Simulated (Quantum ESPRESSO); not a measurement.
# Ta (Im-3m): coupling and resistivity with EPW, part 2 of 5

How strongly do phonons scatter the electrons of Ta (Im-3m), and how dense must the meshes be?

Quantum ESPRESSO 7.5; DFT PBE, scalar-relativistic, plane waves, PseudoDojo 0.4.1 norm-conserving pseudopotentials.

So far. Step 2 (Relaxation): The volume ends at 18.25 Å³ an atom, +1.3 % from the start. Step 3 (Ground state): The Fermi level lies at 18.19 eV and the pressure is 0.0060 GPa.

## Step 4: Phonons on the coarse mesh

ph.x gives the dynamical matrices and the changes of the potential on a coarse q mesh, which EPW interpolates.

The input, ph.in:

```
phonons
 &inputph
    prefix='x',
    outdir='./tmp',
    tr2_ph=1.0d-14,
    fildyn='x.dyn',
    fildvscf='dvscf',
    ldisp=.true.,
    nq1=4,
    nq2=4,
    nq3=4,
    alpha_mix(1)=0.5,
    amass(1)=180.9479,
 /
```

On the command line:

```console
OMP_NUM_THREADS=1 mpirun -n 8 ph.x -nk 8 -in ph.in > ph.out
```

Output:

```text
[banner, memory and clock lines left out]
Program PHONON v.7.5

     ./tmp/x.save/

     IMPORTANT: XC functional enforced from input :
     Exchange-correlation= PBE
                           (   1   4   3   4   0   0   0)
     Any further DFT definition will be discarded
     Please, verify this is what you really want

     G-vector sticks info

     Reading collected, re-writing distributed wavefunctions in ./tmp/

     Dynamical matrices for ( 4, 4, 4)  uniform grid of q-points
     (   8 q-points):
       N         xq(1)         xq(2)         xq(3)
       1   0.000000000   0.000000000   0.000000000
       2   0.216506351   0.216506351   0.000000000
       3  -0.433012702  -0.433012702   0.000000000
       4   0.433012702   0.216506351   0.216506351
       5   0.433012702   0.433012702   0.433012702
       6   0.000000000   0.000000000   0.433012702
       7  -0.866025404  -0.216506351  -0.216506351
       8  -0.866025404  -0.866025404  -0.866025404

     Number and degeneracy of irreps per q-point
       N         xq(1)         xq(2)         xq(3)   N irreps
       1   0.000000000   0.000000000   0.000000000       1
        3
       2   0.216506351   0.216506351   0.000000000       3
     No degeneracy
       3  -0.433012702  -0.433012702   0.000000000       3
     No degeneracy
       4   0.433012702   0.216506351   0.216506351       3
     No degeneracy
       5   0.433012702   0.433012702   0.433012702       1
        3
       6   0.000000000   0.000000000   0.433012702       2
        1   2
       7  -0.866025404  -0.216506351  -0.216506351       3
     No degeneracy
       8  -0.866025404  -0.866025404  -0.866025404       1
        3

     Saving dvscf to file. Distribute only q points, not irreducible representations.

     Calculation of q =    0.0000000   0.0000000   0.0000000

     phonons

     bravais-lattice index     =            0
     lattice parameter (alat)  =       5.4285  a.u.
     unit-cell volume          =     123.1429 (a.u.)^3
     number of atoms/cell      =            1
     number of atomic types    =            1
     kinetic-energy cut-off    =      58.0000  Ry
     charge density cut-off    =     232.0000  Ry
     convergence threshold     =      1.0E-14
     beta                      =       0.5000
     number of iterations used =            4
     Exchange-correlation= PBE
                           (   1   4   3   4   0   0   0)

     celldm(1)=    5.42846  celldm(2)=    0.00000  celldm(3)=    0.00000
     celldm(4)=    0.00000  celldm(5)=    0.00000  celldm(6)=    0.00000

     crystal axes: (cart. coord. in units of alat)
               a(1) = ( -0.5774  0.5774  0.5774 )
               a(2) = (  0.5774 -0.5774  0.5774 )
               a(3) = (  0.5774  0.5774 -0.5774 )

     reciprocal axes: (cart. coord. in units 2 pi/alat)
               b(1) = (  0.0000  0.8660  0.8660 )
               b(2) = (  0.8660  0.0000  0.8660 )
               b(3) = (  0.8660  0.8660  0.0000 )

     Atoms inside the unit cell:

     Cartesian axes

     site n.  atom      mass           positions (alat units)
        1  Ta    180.9479   tau(    1) = (    0.00000    0.00000    0.00000  )

     Computing dynamical matrix for
                    q = (   0.0000000   0.0000000   0.0000000 )

     49 Sym.Ops. (with q -> -q+G )

     G cutoff =  173.1739  (   7395 G-vectors)     FFT grid: ( 27, 27, 27)

     number of k points=    72  Marzari-Vanderbilt smearing, width (Ry)=  0.0200

     PseudoPot. # 1 for Ta read from file:
     ./pseudo/Ta.upf
     Pseudo is Norm-conserving + core correction, Zval = 13.0
     Using radial grid of 1450 points,  8 beta functions with:
                l(1) =   0
                l(2) =   0
                l(3) =   1
                l(4) =   1
                l(5) =   2
                l(6) =   2
                l(7) =   3
                l(8) =   3

     Mode symmetry, O_h (m-3m)  point group:

     Atomic displacements:
     There are    1 irreducible representations

     Representation     1      3 modes -  To be done

     Alpha used in Ewald sum =   2.3000

     Representation #   1 modes #   1   2   3

     Self-consistent Calculation

     Pert. #  1: Fermi energy shift (Ry) =     6.0315E-26     7.8366E-38
     Pert. #  2: Fermi energy shift (Ry) =     4.3082E-26     1.5673E-37
     Pert. #  3: Fermi energy shift (Ry) =     1.9118E-26     5.4856E-38

      thresh= 1.000E-02 alpha_mix =  0.500 |ddv_scf|^2 =  3.928E-06

     Pert. #  1: Fermi energy shift (Ry) =     1.7233E-26     2.4489E-40
     Pert. #  2: Fermi energy shift (Ry) =    -1.7233E-26     0.0000E+00
     Pert. #  3: Fermi energy shift (Ry) =     3.8101E-26    -8.9540E-40

      thresh= 1.982E-04 alpha_mix =  0.500 |ddv_scf|^2 =  1.509E-07

     Pert. #  1: Fermi energy shift (Ry) =     8.6165E-27     3.0612E-41
     Pert. #  2: Fermi energy shift (Ry) =     5.8161E-26    -9.1835E-41
     Pert. #  3: Fermi energy shift (Ry) =    -4.9814E-27     2.8220E-41

      thresh= 3.884E-05 alpha_mix =  0.500 |ddv_scf|^2 =  3.832E-09

     Pert. #  1: Fermi energy shift (Ry) =     1.9387E-26    -2.8699E-42
     Pert. #  2: Fermi energy shift (Ry) =     5.8161E-26    -2.4872E-41
     Pert. #  3: Fermi energy shift (Ry) =     1.0097E-28    -6.4572E-42

      thresh= 6.190E-06 alpha_mix =  0.500 |ddv_scf|^2 =  2.729E-11

     Pert. #  1: Fermi energy shift (Ry) =     2.1541E-26     3.8265E-42
     Pert. #  2: Fermi energy shift (Ry) =    -3.3389E-26    -1.1479E-41
     Pert. #  3: Fermi energy shift (Ry) =     1.5365E-26    -2.9894E-42

      thresh= 5.224E-07 alpha_mix =  0.500 |ddv_scf|^2 =  7.658E-13

     Pert. #  1: Fermi energy shift (Ry) =    -8.6165E-27    -1.1958E-43
     Pert. #  2: Fermi energy shift (Ry) =    -3.9851E-26     2.3915E-43
     Pert. #  3: Fermi energy shift (Ry) =    -2.4823E-26     2.3915E-43

      thresh= 8.751E-08 alpha_mix =  0.500 |ddv_scf|^2 =  6.715E-15

     End of self-consistent calculation

     Convergence has been achieved

     Number of q in the star =    1
     List of q in the star:
          1   0.000000000   0.000000000   0.000000000

     Diagonalizing the dynamical matrix

     q = (    0.000000000   0.000000000   0.000000000 )

 **************************************************************************
     freq (    1) =       0.098197 [THz] =       3.275497 [cm-1]
     freq (    2) =       0.098197 [THz] =       3.275497 [cm-1]
     freq (    3) =       0.098197 [THz] =       3.275497 [cm-1]
 **************************************************************************

     Mode symmetry, O_h (m-3m)  point group:

     freq (   1-   3) =          3.3  [cm-1]   --> T_1u G_15  G_4- I

[...]
thresh= 1.076E-07 alpha_mix =  0.500 |ddv_scf|^2 =  7.996E-13

[...]
End of self-consistent calculation

     Convergence has been achieved

     Representation #   2 mode #   2

     Self-consistent Calculation

[...]
End of self-consistent calculation

     Convergence has been achieved

     Representation #   3 mode #   3

     Self-consistent Calculation

[...]
thresh= 3.582E-08 alpha_mix =  0.500 |ddv_scf|^2 =  1.364E-15

     End of self-consistent calculation

     Convergence has been achieved

     Number of q in the star =   12
     List of q in the star:
          1  -0.866025404  -0.216506351  -0.216506351
          2  -0.216506351   0.866025404  -0.216506351
          3  -0.866025404   0.216506351  -0.216506351
          4   0.216506351  -0.866025404  -0.216506351
          5   0.216506351  -0.866025404   0.216506351
          6   0.866025404  -0.216506351   0.216506351
          7  -0.866025404   0.216506351   0.216506351
          8  -0.216506351   0.866025404   0.216506351
          9   0.216506351  -0.216506351   0.866025404
         10  -0.216506351  -0.216506351  -0.866025404
         11   0.216506351   0.216506351  -0.866025404
         12  -0.216506351   0.216506351   0.866025404

     Diagonalizing the dynamical matrix

     q = (   -0.866025404  -0.216506351  -0.216506351 )

 **************************************************************************
     freq (    1) =       3.161567 [THz] =     105.458539 [cm-1]
     freq (    2) =       3.865568 [THz] =     128.941482 [cm-1]
     freq (    3) =       4.529667 [THz] =     151.093442 [cm-1]
 **************************************************************************

     Mode symmetry, C_2v (mm2)  point group:

     freq (   1-   1) =        105.5  [cm-1]   --> A_1  D_1  S_1
     freq (   2-   2) =        128.9  [cm-1]   --> B_2  D_4  S_4
     freq (   3-   3) =        151.1  [cm-1]   --> B_1  D_3  S_3

     Calculation of q =   -0.8660254  -0.8660254  -0.8660254

     G-vector sticks info

     Title:
     phonons

     bravais-lattice index     =            0
     lattice parameter (alat)  =       5.4285  a.u.
     unit-cell volume          =     123.1429 (a.u.)^3
     number of atoms/cell      =            1
     number of atomic types    =            1
     number of electrons       =        13.00
     number of Kohn-Sham states=           11
     kinetic-energy cutoff     =      58.0000  Ry
     charge density cutoff     =     232.0000  Ry
     Exchange-correlation= PBE
                           (   1   4   3   4   0   0   0)

     celldm(1)=   5.428465  celldm(2)=   0.000000  celldm(3)=   0.000000
     celldm(4)=   0.000000  celldm(5)=   0.000000  celldm(6)=   0.000000

     crystal axes: (cart. coord. in units of alat)
               a(1) = (  -0.577350   0.577350   0.577350 )
               a(2) = (   0.577350  -0.577350   0.577350 )
               a(3) = (   0.577350   0.577350  -0.577350 )

     reciprocal axes: (cart. coord. in units 2 pi/alat)
               b(1) = (  0.000000  0.866025  0.866025 )
               b(2) = (  0.866025  0.000000  0.866025 )
               b(3) = (  0.866025  0.866025  0.000000 )

     PseudoPot. # 1 for Ta read from file:
     ./pseudo/Ta.upf
     Pseudo is Norm-conserving + core correction, Zval = 13.0
     Using radial grid of 1450 points,  8 beta functions with:
[...]
atomic species   valence    mass     pseudopotential
     Ta               13.00   180.94790     Ta( 1.00)

     48 Sym. Ops., with inversion, found

   Cartesian axes

     site n.     atom                  positions (alat units)
         1        Ta     tau(   1) = (   0.0000000   0.0000000   0.0000000  )

     number of k points=   144  Marzari-Vanderbilt smearing, width (Ry)=  0.0200

     Number of k-points >= 100: set verbosity='high' to print them.

     Dense  grid:     7395 G-vectors     FFT dimensions: (  27,  27,  27)

     The potential is recalculated from file :
     ./tmp/_ph0/x.q_8/x.save/charge-density

     Starting wfcs are   10 atomic +    1 random wfcs

     Band Structure Calculation
     Davidson diagonalization with overlap

     ethr =  7.69E-11,  avg # of iterations = 13.9

     End of band structure calculation

     Number of k-points >= 100: set verbosity='high' to print the bands.

     the Fermi energy is    18.1863 ev

     Writing config to output data dir ./tmp/_ph0/x.q_8/x.save/ :
     XML data file

     phonons

     bravais-lattice index     =            0
     lattice parameter (alat)  =       5.4285  a.u.
     unit-cell volume          =     123.1429 (a.u.)^3
     number of atoms/cell      =            1
     number of atomic types    =            1
     kinetic-energy cut-off    =      58.0000  Ry
     charge density cut-off    =     232.0000  Ry
     convergence threshold     =      1.0E-14
     beta                      =       0.5000
     number of iterations used =            4
     Exchange-correlation= PBE
                           (   1   4   3   4   0   0   0)

     celldm(1)=    5.42846  celldm(2)=    0.00000  celldm(3)=    0.00000
     celldm(4)=    0.00000  celldm(5)=    0.00000  celldm(6)=    0.00000

     crystal axes: (cart. coord. in units of alat)
               a(1) = ( -0.5774  0.5774  0.5774 )
               a(2) = (  0.5774 -0.5774  0.5774 )
               a(3) = (  0.5774  0.5774 -0.5774 )

     reciprocal axes: (cart. coord. in units 2 pi/alat)
               b(1) = (  0.0000  0.8660  0.8660 )
               b(2) = (  0.8660  0.0000  0.8660 )
               b(3) = (  0.8660  0.8660  0.0000 )

     Atoms inside the unit cell:

     Cartesian axes

     site n.  atom      mass           positions (alat units)
        1  Ta    180.9479   tau(    1) = (    0.00000    0.00000    0.00000  )

     Computing dynamical matrix for
                    q = (  -0.8660254  -0.8660254  -0.8660254 )

     49 Sym.Ops. (with q -> -q+G )

     G cutoff =  173.1739  (   7395 G-vectors)     FFT grid: ( 27, 27, 27)

     number of k points=   144  Marzari-Vanderbilt smearing, width (Ry)=  0.0200

     PseudoPot. # 1 for Ta read from file:
     ./pseudo/Ta.upf
     Pseudo is Norm-conserving + core correction, Zval = 13.0
     Using radial grid of 1450 points,  8 beta functions with:
                l(1) =   0
                l(2) =   0
                l(3) =   1
                l(4) =   1
                l(5) =   2
                l(6) =   2
                l(7) =   3
                l(8) =   3

     Mode symmetry, O_h (m-3m)  point group:

     Atomic displacements:
     There are    1 irreducible representations

     Representation     1      3 modes -  To be done

     Message from routine init_vloc:
     Interpolation table for Vloc re-allocated

     Alpha used in Ewald sum =   2.3000

     Representation #   1 modes #   1   2   3

     Self-consistent Calculation

      thresh= 1.000E-02 alpha_mix =  0.500 |ddv_scf|^2 =  2.743E-05

      thresh= 5.237E-04 alpha_mix =  0.500 |ddv_scf|^2 =  6.489E-07

      thresh= 8.056E-05 alpha_mix =  0.500 |ddv_scf|^2 =  6.254E-09

      thresh= 7.908E-06 alpha_mix =  0.500 |ddv_scf|^2 =  2.018E-11

      thresh= 4.493E-07 alpha_mix =  0.500 |ddv_scf|^2 =  3.227E-12

      thresh= 1.796E-07 alpha_mix =  0.500 |ddv_scf|^2 =  4.260E-14

      thresh= 2.064E-08 alpha_mix =  0.500 |ddv_scf|^2 =  4.855E-16

     End of self-consistent calculation

     Convergence has been achieved

     Number of q in the star =    1
     List of q in the star:
          1  -0.866025404  -0.866025404  -0.866025404

     Diagonalizing the dynamical matrix

     q = (   -0.866025404  -0.866025404  -0.866025404 )

 **************************************************************************
     freq (    1) =       4.801393 [THz] =     160.157238 [cm-1]
     freq (    2) =       4.801393 [THz] =     160.157238 [cm-1]
     freq (    3) =       4.801393 [THz] =     160.157238 [cm-1]
 **************************************************************************

     Mode symmetry, O_h (m-3m)  point group:

     freq (   1-   3) =        160.2  [cm-1]   --> T_1u G_15  G_4-
```

It took 14 min on 8 MPI ranks of Arm Neoverse N1, shared host.

Numbers from this step:

* lowest frequency off the zone centre: 56.23 cm⁻¹
* largest magnitude of the acoustic modes at the zone centre, before the sum rule: 3.275 cm⁻¹

Frequencies at the irreducible wavevectors:

```tsv
q1	q2	q3	star	mode 1 (cm⁻¹)	mode 2 (cm⁻¹)	mode 3 (cm⁻¹)
0	0	0	1	3.3	3.3	3.3
0	0	0.25	12	56.2	73.4	107.9
0	0	-0.5	6	84.8	129.3	139.9
0	0.25	0.25	24	85.5	94.9	138.3
0.25	0.25	0.25	2	115.1	115.1	115.1
0.25	0.25	-0.25	6	99.4	99.4	135.9
0.25	-0.5	-0.5	12	105.5	128.9	151.1
-0.5	-0.5	-0.5	1	160.2	160.2	160.2
```

The lowest mode off the zone centre lies at 56.2 cm⁻¹ and the highest of all solved modes at 160 cm⁻¹, so the solved wavevectors are stable. The acoustic modes at the centre lie within 3.3 cm⁻¹ of zero before the sum rule is imposed.

## Step 5: Bands for the check

Bands on a path serve later as the test of the Wannier interpolation; inside the frozen window, points that lie on the coarse mesh match by construction, and those between them test it.

The input, bands.in:

```
 &control
    calculation='bands',
    prefix='x',
    outdir='./tmp',
    pseudo_dir='./pseudo',
    verbosity='high',
 /
 &system
    ibrav=0,
    nat=1,
    ntyp=1,
    ecutwfc=58.0,
    occupations='smearing',
    smearing='mv',
    degauss=0.02,
    nbnd=29,
 /
 &electrons
    conv_thr=1.0d-10,
 /
ATOMIC_SPECIES
 Ta    180.9479  Ta.upf
CELL_PARAMETERS angstrom
    -1.658507900    1.658507900    1.658507900
     1.658507900   -1.658507900    1.658507900
     1.658507900    1.658507900   -1.658507900
ATOMIC_POSITIONS crystal
 Ta     0.000000000   0.000000000   0.000000000
K_POINTS crystal
70
 0.00000000 0.00000000 0.00000000 0.01428571
 0.02941176 -0.02941176 0.02941176 0.01428571
 0.05882353 -0.05882353 0.05882353 0.01428571
 0.08823529 -0.08823529 0.08823529 0.01428571
[the list of k-points goes on]
```

On the command line:

```console
OMP_NUM_THREADS=1 mpirun -n 8 pw.x -nk 8 -in bands.in > bands.out
```

Output:

```text
[banner, memory and clock lines left out]
[...]
number of Kohn-Sham states=           29
```

Run time: 6.7 s. Hardware: 8 MPI ranks.

## Step 6: States on the coarse mesh

Wannier functions need the states on a full uniform k mesh, and the couplings need it to be a multiple of the q mesh.

The input, nscf.in:

```
 &control
    calculation='nscf',
    prefix='x',
    outdir='./tmp',
    pseudo_dir='./pseudo',
    verbosity='high',
 /
 &system
    ibrav=0,
    nat=1,
    ntyp=1,
    ecutwfc=58.0,
    occupations='smearing',
    smearing='mv',
    degauss=0.02,
    nbnd=29,
 /
 &electrons
    conv_thr=1.0d-11,
 /
ATOMIC_SPECIES
 Ta    180.9479  Ta.upf
CELL_PARAMETERS angstrom
    -1.658507900    1.658507900    1.658507900
     1.658507900   -1.658507900    1.658507900
     1.658507900    1.658507900   -1.658507900
ATOMIC_POSITIONS crystal
 Ta     0.000000000   0.000000000   0.000000000
K_POINTS crystal
512
 0.00000000 0.00000000 0.00000000 0.00195312
 0.00000000 0.00000000 0.12500000 0.00195312
 0.00000000 0.00000000 0.25000000 0.00195312
 0.00000000 0.00000000 0.37500000 0.00195312
[the list of k-points goes on]
```

On the command line:

```console
OMP_NUM_THREADS=1 mpirun -n 8 pw.x -nk 8 -in nscf.in > nscf.out
```

Output:

```text
[banner, memory and clock lines left out]
[...]
number of Kohn-Sham states=           29
     the Fermi energy is    18.1966 ev
```

The job ended after 49 s (8 MPI ranks).

Numbers from this step:

| Quantity | Value |
| --- | --- |
| Fermi energy | 18.20 eV |

[end of part 2 of 5]

[The logs of pw.x and epw.x are selected lines.]

[Logs are printed without paths, hosts, clocks, repeated set-up lines and the standing remarks that a program may print on its own settings, such as how far it seeks lower states.]

[Hosts, paths, dates, database ids (printed as entryN), source tags and the programs' standing remarks are cut or masked in the printed files.]
